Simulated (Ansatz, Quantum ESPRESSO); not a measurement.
# Aluminum (Fm-3m): electron-phonon coupling, part 2 of 4

Aim: phonons of metallic Aluminum (Fm-3m) and how strongly they couple to the electrons.

Quantum ESPRESSO 7.5; DFT LDA, scalar-relativistic, plane waves, PseudoDojo norm-conserving pseudopotentials.

So far. Step 2 (A first look): No gap opens on this mesh, so smearing is kept; the start stands at -4.0 GPa. Step 4 (Self-consistent run for the response): The cell stands at 0.23 GPa, close enough for stiff modes, while soft ones can move. The relaxed cell has a = 3.975 Å (conventional setting).

## Step 7: Phonons on a q mesh

Linear response treats each wavevector in the unit cell, with no supercell; the 4×4×4 mesh fixes the range of the force constants to be had. The change of the potential is kept for the electron-phonon matrix elements.

ph.in reads:

```
phonons
 &inputph
    prefix='x',
    outdir='./tmp',
    fildyn='x.dyn',
    tr2_ph=1.0d-18,
    alpha_mix(1)=0.4,
    nmix_ph=8,
    ldisp=.true.,
    nq1=4,
    nq2=4,
    nq3=4,
    electron_phonon='interpolated',
    fildvscf='dvscf',
    el_ph_sigma=0.005,
    el_ph_nsigma=10,
 /
```

Run with:

```
> OMP_NUM_THREADS=1 mpirun -n 2 ph.x -nk 2 -in ph.in > ph.out
```

Numbers of over 12 decimals in the logs are rounded to 6 here.

Log:

```text
[banners, grids, parts of the stress and lines that vanish by symmetry left out]
[banner, memory and clock lines left out]
Program PHONON v.7.5

     ./tmp/x.save/

     IMPORTANT: XC functional enforced from input :
     Exchange-correlation= PW
                           (   1   4   0   0   0   0   0)
     Any further DFT definition will be discarded
     Please, verify this is what you really want

     G-vector sticks info

     Reading collected, re-writing distributed wavefunctions in ./tmp/

     Dynamical matrices for ( 4, 4, 4)  uniform grid of q-points
     (   8 q-points):
       N         xq(1)         xq(2)         xq(3)
       1   0.000000000   0.000000000   0.000000000
       2  -0.176776695   0.176776695  -0.176776695
[...]
Number and degeneracy of irreps per q-point
       N         xq(1)         xq(2)         xq(3)   N irreps
       1   0.000000000   0.000000000   0.000000000       1
        3
       2  -0.176776695   0.176776695  -0.176776695       2
        1   2
[...]
1   2
[...]
1   2
[...]
No degeneracy
[...]
No degeneracy
       7   0.000000000  -0.707106781   0.000000000       2
        1   2
       8  -0.353553391  -0.707106781   0.000000000       2
        1   2

     Saving dvscf to file. Distribute only q points, not irreducible representations.

     Calculation of q =    0.0000000   0.0000000   0.0000000

     phonons

     bravais-lattice index     =            0
     lattice parameter (alat)  =       5.3113  a.u.
     unit-cell volume          =     105.9478 (a.u.)^3
     number of atoms/cell      =            1
     number of atomic types    =            1
     kinetic-energy cut-off    =      44.0000  Ry
     charge density cut-off    =     176.0000  Ry
     convergence threshold     =      1.0E-18
     beta                      =       0.4000
     number of iterations used =            8
     Exchange-correlation= PW
                           (   1   4   0   0   0   0   0)

     celldm(1)=    5.31132  celldm(2)=    0.00000  celldm(3)=    0.00000
     celldm(4)=    0.00000  celldm(5)=    0.00000  celldm(6)=    0.00000

     crystal axes: (cart. coord. in units of alat)
               a(1) = ( -0.7071  0.0000  0.7071 )
               a(2) = (  0.0000  0.7071  0.7071 )
               a(3) = ( -0.7071  0.7071  0.0000 )

     reciprocal axes: (cart. coord. in units 2 pi/alat)
               b(1) = ( -0.7071 -0.7071  0.7071 )
               b(2) = (  0.7071  0.7071  0.7071 )
               b(3) = ( -0.7071  0.7071 -0.7071 )

     Atoms inside the unit cell:

     Cartesian axes

     site n.  atom      mass           positions (alat units)
        1  Al     26.9815   tau(    1) = (    0.00000    0.00000    0.00000  )

     Computing dynamical matrix for
                    q = (   0.0000000   0.0000000   0.0000000 )

     49 Sym.Ops. (with q -> -q+G )

     G cutoff =  125.7643  (   4279 G-vectors)     FFT grid: ( 24, 24, 24)

     number of k points=   145  Methfessel-Paxton smearing, width (Ry)=  0.0200

     PseudoPot. # 1 for Al read from file:
     ./pseudo/Al.upf
     Pseudo is Norm-conserving + core correction, Zval =  3.0

     Mode symmetry, O_h (m-3m)  point group:

     Atomic displacements:
     There are    1 irreducible representations

     Representation     1      3 modes -  To be done

     Alpha used in Ewald sum =   2.0000

     Representation #   1 modes #   1   2   3

     Self-consistent Calculation
      iter #   1   av.it.:   4.5
      thresh= 1.000E-02 alpha_mix =  0.400 |ddv_scf|^2 =  2.442E-08
      iter #   2   av.it.:   7.7
      thresh= 1.563E-05 alpha_mix =  0.400 |ddv_scf|^2 =  6.994E-09
[...]
End of self-consistent calculation

     Convergence has been achieved

     Number of q in the star =    1
     List of q in the star:
[...]
Diagonalizing the dynamical matrix

     q = (    0.000000000   0.000000000   0.000000000 )

 **************************************************************************
     freq (    1) =       0.009056 [THz] =       0.302071 [cm-1]
     freq (    2) =       0.009056 [THz] =       0.302071 [cm-1]
     freq (    3) =       0.009056 [THz] =       0.302071 [cm-1]
 **************************************************************************

     Mode symmetry, O_h (m-3m)  point group:

     freq (   1-   3) =          0.3  [cm-1]   --> T_1u G_15  G_4- I
     Electron-phonon interaction  ...

     [... narrower broadenings left out ...]
     Gaussian Broadening:   0.020 Ry, ngauss=   0
     DOS =  2.643328 states/spin/Ry/Unit Cell at Ef=  8.234662 eV
     lambda(    1)=  0.0000   gamma=    0.08 GHz
     lambda(    2)=  0.0000   gamma=    0.10 GHz
     lambda(    3)=  0.0000   gamma=    0.11 GHz
     [... wider broadenings left out ...]

     Number of q in the star =    1
     List of q in the star:
[...]
Calculation of q =   -0.1767767   0.1767767  -0.1767767
     [... set-up and bands at k+q left out ...]

     Mode symmetry, C_3v (3m)   point group:

     Atomic displacements:
     There are    2 irreducible representations

     Representation     1      1 modes -  To be done

[...]
Message from routine init_vloc:
     Interpolation table for Vloc re-allocated

     Alpha used in Ewald sum =   2.0000

     Representation #   1 mode #   1

     Self-consistent Calculation

[...]
[... iterations left out ...]
[...]
End of self-consistent calculation

     Convergence has been achieved

     Representation #   2 modes #   2   3

[...]
[... iterations left out ...]
[...]
Convergence has been achieved

[...]
Diagonalizing the dynamical matrix

     q = (   -0.176776695   0.176776695  -0.176776695 )

[...]
freq (    1) =       3.479248 [THz] =     116.055210 [cm-1]
     freq (    2) =       3.479248 [THz] =     116.055210 [cm-1]
     freq (    3) =       7.121946 [THz] =     237.562531 [cm-1]
[...]
Mode symmetry, C_3v (3m)   point group:

     freq (   1-   2) =        116.1  [cm-1]   --> E    L_3
     freq (   3-   3) =        237.6  [cm-1]   --> A_1  L_1
     Electron-phonon interaction  ...

     [... narrower broadenings left out ...]
     Gaussian Broadening:   0.020 Ry, ngauss=   0
     DOS =  2.643328 states/spin/Ry/Unit Cell at Ef=  8.234662 eV
     lambda(    1)=  0.0619   gamma=    1.89 GHz
     lambda(    2)=  0.0595   gamma=    1.82 GHz
     lambda(    3)=  0.1908   gamma=   24.43 GHz
     [... wider broadenings left out ...]

[...]
[... set-up and bands at k+q left out ...]

     Mode symmetry, D_3d (-3m)  point group:

[...]
Representation #   1 mode #   1

[...]
Convergence has been achieved

     Representation #   2 modes #   2   3

[...]
Convergence has been achieved

[...]
q = (    0.353553391  -0.353553391   0.353553391 )

[...]
freq (    1) =       4.366564 [THz] =     145.652895 [cm-1]
     freq (    2) =       4.366564 [THz] =     145.652895 [cm-1]
     freq (    3) =       9.978005 [THz] =     332.830416 [cm-1]
[...]
Mode symmetry, D_3d (-3m)  point group:

     freq (   1-   2) =        145.7  [cm-1]   --> E_u  L_3'
     freq (   3-   3) =        332.8  [cm-1]   --> A_2u L_2'
[...]
lambda(    1)=  0.0933   gamma=    4.49 GHz
     lambda(    2)=  0.0913   gamma=    4.39 GHz
     lambda(    3)=  0.1591   gamma=   39.99 GHz
[...]
Mode symmetry, C_4v (4mm)  point group:

[...]
Convergence has been achieved

     Representation #   2 modes #   2   3

[...]
Convergence has been achieved

[...]
q = (    0.000000000   0.353553391   0.000000000 )

[...]
freq (    1) =       4.344251 [THz] =     144.908608 [cm-1]
     freq (    2) =       4.344251 [THz] =     144.908608 [cm-1]
     freq (    3) =       7.584462 [THz] =     252.990420 [cm-1]
[...]
Mode symmetry, C_4v (4mm)  point group:

     freq (   1-   2) =        144.9  [cm-1]   --> E    G_5 D_5
     freq (   3-   3) =        253.0  [cm-1]   --> A_1  G_1 D_1
[...]
lambda(    1)=  0.1138   gamma=    5.42 GHz
     lambda(    2)=  0.1125   gamma=    5.36 GHz
     lambda(    3)=  0.2350   gamma=   34.12 GHz
[...]
Mode symmetry, C_s (m)     point group:

[...]
Convergence has been achieved

[...]
Convergence has been achieved

[...]
Convergence has been achieved

[...]
q = (    0.530330086  -0.176776695   0.530330086 )

[...]
freq (    1) =       5.364839 [THz] =     178.951751 [cm-1]
     freq (    2) =       6.833069 [THz] =     227.926662 [cm-1]
     freq (    3) =       9.025426 [THz] =     301.055811 [cm-1]
[...]
Mode symmetry, C_s (m)     point group:

     freq (   1-   1) =        179.0  [cm-1]   --> A''
     freq (   2-   2) =        227.9  [cm-1]   --> A'
     freq (   3-   3) =        301.1  [cm-1]   --> A'
[...]
lambda(    1)=  0.1107   gamma=    8.04 GHz
     lambda(    2)=  0.0918   gamma=   10.82 GHz
     lambda(    3)=  0.1903   gamma=   39.13 GHz
[...]
Mode symmetry, C_2v (mm2)  point group:

[...]
Convergence has been achieved

[...]
Convergence has been achieved

[...]
Convergence has been achieved

[...]
q = (    0.353553391   0.000000000   0.353553391 )

[...]
freq (    1) =       4.822676 [THz] =     160.867167 [cm-1]
     freq (    2) =       6.697279 [THz] =     223.397179 [cm-1]
     freq (    3) =       8.450912 [THz] =     281.892093 [cm-1]
[...]
Mode symmetry, C_2v (mm2)  point group:

     freq (   1-   1) =        160.9  [cm-1]   --> B_1  D_3  S_3
     freq (   2-   2) =        223.4  [cm-1]   --> B_2  D_4  S_4
     freq (   3-   3) =        281.9  [cm-1]   --> A_1  D_1  S_1
[...]
lambda(    1)=  0.0243   gamma=    1.43 GHz
     lambda(    2)=  0.1210   gamma=   13.70 GHz
     lambda(    3)=  0.2328   gamma=   41.97 GHz
[...]
Calculation of q =    0.0000000  -0.7071068   0.0000000
     [... set-up and bands at k+q left out ...]

     Mode symmetry, D_4h(4/mmm) point group:

     Atomic displacements:
     There are    2 irreducible representations

[...]
Alpha used in Ewald sum =   2.0000

     Representation #   1 mode #   1

[...]
Convergence has been achieved

     Representation #   2 modes #   2   3

[...]
Convergence has been achieved

[...]
Diagonalizing the dynamical matrix

     q = (    0.000000000  -0.707106781   0.000000000 )

[...]
freq (    1) =       6.133435 [THz] =     204.589355 [cm-1]
     freq (    2) =       6.133435 [THz] =     204.589355 [cm-1]
     freq (    3) =       9.996092 [THz] =     333.433730 [cm-1]
[...]
Mode symmetry, D_4h(4/mmm) point group:

     freq (   1-   2) =        204.6  [cm-1]   --> E_u  X_5' M_5'
     freq (   3-   3) =        333.4  [cm-1]   --> A_2u X_4' M_4'
     Electron-phonon interaction  ...

     [... narrower broadenings left out ...]
     Gaussian Broadening:   0.020 Ry, ngauss=   0
     DOS =  2.643328 states/spin/Ry/Unit Cell at Ef=  8.234662 eV
     lambda(    1)=  0.1432   gamma=   13.60 GHz
     lambda(    2)=  0.1484   gamma=   14.09 GHz
     lambda(    3)=  0.1355   gamma=   34.18 GHz
     [... wider broadenings left out ...]

[...]
Calculation of q =   -0.3535534  -0.7071068   0.0000000
     [... set-up and bands at k+q left out ...]

     Mode symmetry, D_2d (-42m) point group:

     Atomic displacements:
     There are    2 irreducible representations

     Representation     1      1 modes -  To be done

     Representation     2      2 modes -  To be done

     Alpha used in Ewald sum =   2.0000

     Representation #   1 mode #   1

     Self-consistent Calculation

[...]
[... iterations left out ...]
[...]
End of self-consistent calculation

     Convergence has been achieved

     Representation #   2 modes #   2   3

     Self-consistent Calculation

      iter #   1   av.it.:   5.0
      thresh= 1.000E-02 alpha_mix =  0.400 |ddv_scf|^2 =  8.252E-07

      [... iterations left out ...]
      iter #   8   av.it.:   7.9
      thresh= 7.539E-10 alpha_mix =  0.400 |ddv_scf|^2 =  1.673E-19

     End of self-consistent calculation

     Convergence has been achieved

     Number of q in the star =    6
     List of q in the star:
[...]
Diagonalizing the dynamical matrix

     q = (   -0.353553391  -0.707106781   0.000000000 )

 **************************************************************************
     freq (    1) =       6.751925 [THz] =     225.219986 [cm-1]
     freq (    2) =       8.341306 [THz] =     278.236021 [cm-1]
     freq (    3) =       8.341306 [THz] =     278.236021 [cm-1]
 **************************************************************************

     Mode symmetry, D_2d (-42m) point group:

     freq (   1-   1) =        225.2  [cm-1]   --> B_2  X_3  W_2
     freq (   2-   3) =        278.2  [cm-1]   --> E    X_5  W_3
     Electron-phonon interaction  ...

     [... narrower broadenings left out ...]
     Gaussian Broadening:   0.020 Ry, ngauss=   0
     DOS =  2.643328 states/spin/Ry/Unit Cell at Ef=  8.234662 eV
     lambda(    1)=  0.0862   gamma=    9.92 GHz
     lambda(    2)=  0.2021   gamma=   35.50 GHz
     lambda(    3)=  0.2021   gamma=   35.50 GHz
     [... wider broadenings left out ...]

     Number of q in the star =    6
     List of q in the star:
[...]
5  -0.707106781  -0.353553391  -0.000000000
          6   0.000000000  -0.353553391  -0.707106781


[key lines of the parts left out:]
the Fermi energy is     8.2776 ev
```

Elapsed: 8.7 min, on 2 MPI ranks of Intel Xeon Platinum 8488C (Sapphire Rapids), shared host.

Read from the output:

| Quantity | Value |
| --- | --- |
| largest acoustic frequency at the zone centre before the sum rule | 0.3 cm⁻¹ |
| lowest mode on the q mesh (acoustic ones at the zone centre apart) | 116.1 cm⁻¹ |

Frequencies (cm⁻¹) at each irreducible wavevector; negative means imaginary. Frequencies by wavevector:

```csv
q (fractions),star,mode 1,mode 2,mode 3
0 0 0,1,0.3,0.3,0.3
0 0 0.25,8,116.1,116.1,237.6
0 0 -0.5,4,145.7,145.7,332.8
0 0.25 0.25,6,144.9,144.9,253
0 0.25 -0.5,24,178.9,227.9,301.1
0 0.25 -0.25,12,160.9,223.4,281.9
0 -0.5 -0.5,3,204.6,204.6,333.4
0.25 -0.5 -0.25,6,225.2,278.2,278.2
```

Couplings of single modes at a Gaussian broadening of 0.02 Ry, as ph.x prints them; it sets λ to zero for modes under 20 cm⁻¹. Mode couplings:

| q (fractions) | mode | frequency (cm⁻¹) | λ | linewidth γ (GHz) |
| --- | --- | --- | --- | --- |
| 0 0 0.25 | 1 | 116.1 | 0.0619 | 1.89 |
| 0 0 0.25 | 2 | 116.1 | 0.0595 | 1.82 |
| 0 0 0.25 | 3 | 237.6 | 0.1908 | 24.43 |
| 0 0 -0.5 | 1 | 145.7 | 0.0933 | 4.49 |
| 0 0 -0.5 | 2 | 145.7 | 0.0913 | 4.39 |
| 0 0 -0.5 | 3 | 332.8 | 0.1591 | 39.99 |
| 0 0.25 0.25 | 1 | 144.9 | 0.1138 | 5.42 |
| 0 0.25 0.25 | 2 | 144.9 | 0.1125 | 5.36 |
| 0 0.25 0.25 | 3 | 253 | 0.235 | 34.12 |
| 0 0.25 -0.5 | 1 | 178.9 | 0.1107 | 8.04 |
| 0 0.25 -0.5 | 2 | 227.9 | 0.0918 | 10.82 |
| 0 0.25 -0.5 | 3 | 301.1 | 0.1903 | 39.13 |
| 0 0.25 -0.25 | 1 | 160.9 | 0.0243 | 1.43 |
| 0 0.25 -0.25 | 2 | 223.4 | 0.121 | 13.7 |
| 0 0.25 -0.25 | 3 | 281.9 | 0.2328 | 41.97 |
| 0 -0.5 -0.5 | 1 | 204.6 | 0.1432 | 13.6 |
| 0 -0.5 -0.5 | 2 | 204.6 | 0.1484 | 14.09 |
| 0 -0.5 -0.5 | 3 | 333.4 | 0.1355 | 34.18 |
| 0.25 -0.5 -0.25 | 1 | 225.2 | 0.0862 | 9.92 |
| 0.25 -0.5 -0.25 | 2 | 278.2 | 0.2021 | 35.5 |
| 0.25 -0.5 -0.25 | 3 | 278.2 | 0.2021 | 35.5 |

The acoustic modes at Γ come out as far as 0.3 cm⁻¹ from zero, where they should vanish, a small numerical error.

## Step 8: Fourier transform to real space

The dynamical matrices of the mesh are Fourier-transformed to force constants in real space.

q2r.in reads:

```
 &input
    fildyn='x.dyn',
    zasr='crystal',
    flfrc='x.fc',
    la2F=.true.,
 /
```

Run with:

```
> q2r.x < q2r.in > q2r.out
```

Log:

```text
[banners, grids, parts of the stress and lines that vanish by symmetry left out]
[banner, memory and clock lines left out]
Program Q2R v.7.5

  reading grid info from file x.dyn0

  reading force constants from file x.dyn1
  Dielectric Tensor not found
  nqs=            1
 q=   0.00000000  0.00000000  0.00000000
  reading force constants from file x.dyn2
  nqs=            8
 q=  -0.17677670  0.17677670 -0.17677670
[...]
reading force constants from file x.dyn7
  nqs=            3
[...]
reading force constants from file x.dyn8
  nqs=            6
[...]
q=  -0.70710678 -0.35355339 -0.00000000
 q=   0.00000000 -0.35355339 -0.70710678

      q-space grid ok, #points =   64

      fft-check success (sum of imaginary terms < 10^-12)

   Preparing gamma for a2F

 Broadening =      0.005
      q-space grid ok, #points =   64

      fft-check success (sum of imaginary terms < 10^-12)

 Broadening =      0.010
[...]
Broadening =      0.045
      q-space grid ok, #points =   64

      fft-check success (sum of imaginary terms < 10^-12)

 Broadening =      0.050
      q-space grid ok, #points =   64

      fft-check success (sum of imaginary terms < 10^-12)
```

Elapsed: 0.64 s, on 1 thread.

## Step 9: Dispersion

From the force constants any wavevector is cheap; points of the mesh come back as solved, but for the sum rule and, in polar crystals, the LO-TO term at Γ; the rest is interpolation.

matdyn.in reads:

```
 &input
    asr='crystal',
    flfrc='x.fc',
    flfrq='x.freq',
    flvec='x.modes',
    q_in_band_form=.true.,
    q_in_cryst_coord=.true.,
 /
8
  0.0000000   0.0000000   0.0000000  12  ! GAMMA
 -0.0000000   0.5000000   0.5000000  12  ! X
 -0.0000000   0.6250000   0.3750000   1  ! U
 -0.3750000   0.3750000  -0.0000000  12  ! K
  0.0000000   0.0000000   0.0000000  12  ! GAMMA
 -0.0000000   0.5000000  -0.0000000  12  ! L
 -0.2500000   0.5000000   0.2500000  12  ! W
 -0.0000000   0.5000000   0.5000000   1  ! X
```

Run with:

```
> matdyn.x -in matdyn.in > matdyn.out
```

Log:

```text
[banner, memory and clock lines left out]
Program MATDYN v.7.5

 mass for atomic type   1 not given; uses mass from file x.fc
 Norm of the difference between old and new effective charges:    0.000000

 Norm of the difference between old and new force-constants:   4.11362e-08

     Message from routine matdyn:
     Z* not found in file x.fc, TO-LO splitting at q=0 will be absent!
     Message from routine matdyn:
     Z* not found in file x.fc, TO-LO splitting at q=0 will be absent!

Note: The following floating-point exceptions are signalling: IEEE_UNDERFLOW_FLAG
```

Elapsed: 0.59 s, on 1 thread.

Read from the output:

| Property | Result |
| --- | --- |
| lowest frequency on the path | 0 cm⁻¹ |
| mean frequency | 216.7 cm⁻¹ |
| Debye temperature (second moment) | 419 K |
| logarithmic mean frequency | 206.4 cm⁻¹ |

Matdyn.x, sum rule crystal. Phonon branches along the path, in cm⁻¹:

```csv
point,branch 1,branch 2,branch 3
Γ,0,0,0
halfway,145,145,253
X,205,205,333
halfway,202,227,323
U,194,265,297
jump to K,194,265,297
halfway,138,174,251
Γ,0,0,0
halfway,116,116,238
L,146,146,333
halfway,178,221,310
W,225,278,278
halfway,215,233,315
X,205,205,333
```

The phonon branches as a text plot (rows in cm⁻¹):

```
    326 |          *****                        *****         ***
    313 |         *     *                      *     **      *
    299 |        *       *                             *    *
    285 |                 *****               *         ****
    271 |       *              *             *           * *
    257 |      *         *  *   *                      **   *
    243 |               *    *              *                *
    229 |     *               *  *                        **  *
    215 |             **                              *  *  ****
    201 |          *******     *           *         * **      **
    188 |    *    *       **      *
    174 |        *          **  *         *         ***
    160 |       *             *    *               **
    146 |   *  *               * *             *****
    132 |                       *        *   **
    118 |     *                  **         *
    104 |  * *                    * *      *
     90 |                          *    * *
     76 |   *
     63 |                           *    *
     49 | **                         ** *
     35 |                            **
     21 | *
      7 |*                             *
         Γ           X  U|K            Γ         L        W     X
```

Lowest modes at the softest wavevector of the mesh; phase exp(i q.(R + tau)). Modes at q = (0.250, 0.000, 0.000):

```csv
mode,frequency (cm⁻¹)
1,116.1
2,116.1
3,237.6
```

Displacements in mode 2 (116.1 cm⁻¹), the largest set to 1, in the home cell:
```
Al1  1.00 -0.50  0.50
```

Displacements in mode 3 (237.6 cm⁻¹), the largest set to 1, in the home cell:
```
Al1  1.00  1.00 -1.00
```

Force constants by pair (phonopy on the run's constants); pairs near half the supercell's span include their periodic images. Pair force constants, by row:

```csv
atom,neighbour,distance (Å),third of the trace (eV/Å²),along the pair's line (eV/Å²)
Al1,itself,0,5.058,–
Al1,Al,2.811,-0.3922,-1.359
Al1,Al,3.975,-0.0135,-0.1038
Al1,Al,4.868,0.0022,0.027
Al1,Al,5.621,-0.0241,-0.1078
Al1,Al,6.285,-0.015,-0.0409
Al1,Al,6.885,-0.0178,-0.0178
```

Harmonic mean-square displacement, third of the trace. Mean-square displacements:

```
T (K)  Al1 U_eq (Å²)
    0        0.00322
  100        0.00403
  300        0.00868
  600        0.01662
```

Mode patterns, pair constants, displacements and means over the zone were worked out by phonopy from the force constants of q2r.x.

All branches are real along the path.

[end of part 2 of 4]

[Host names and launcher messages were left out of these logs when they were recorded.]

[Logs are printed without paths, hosts, clocks, repeated set-up lines and the standing remarks that a program may print on its own settings, such as how far it seeks lower states.]

[Hosts, paths, dates, database ids (printed as entryN), source tags and the programs' standing remarks are cut or masked in the printed files.]
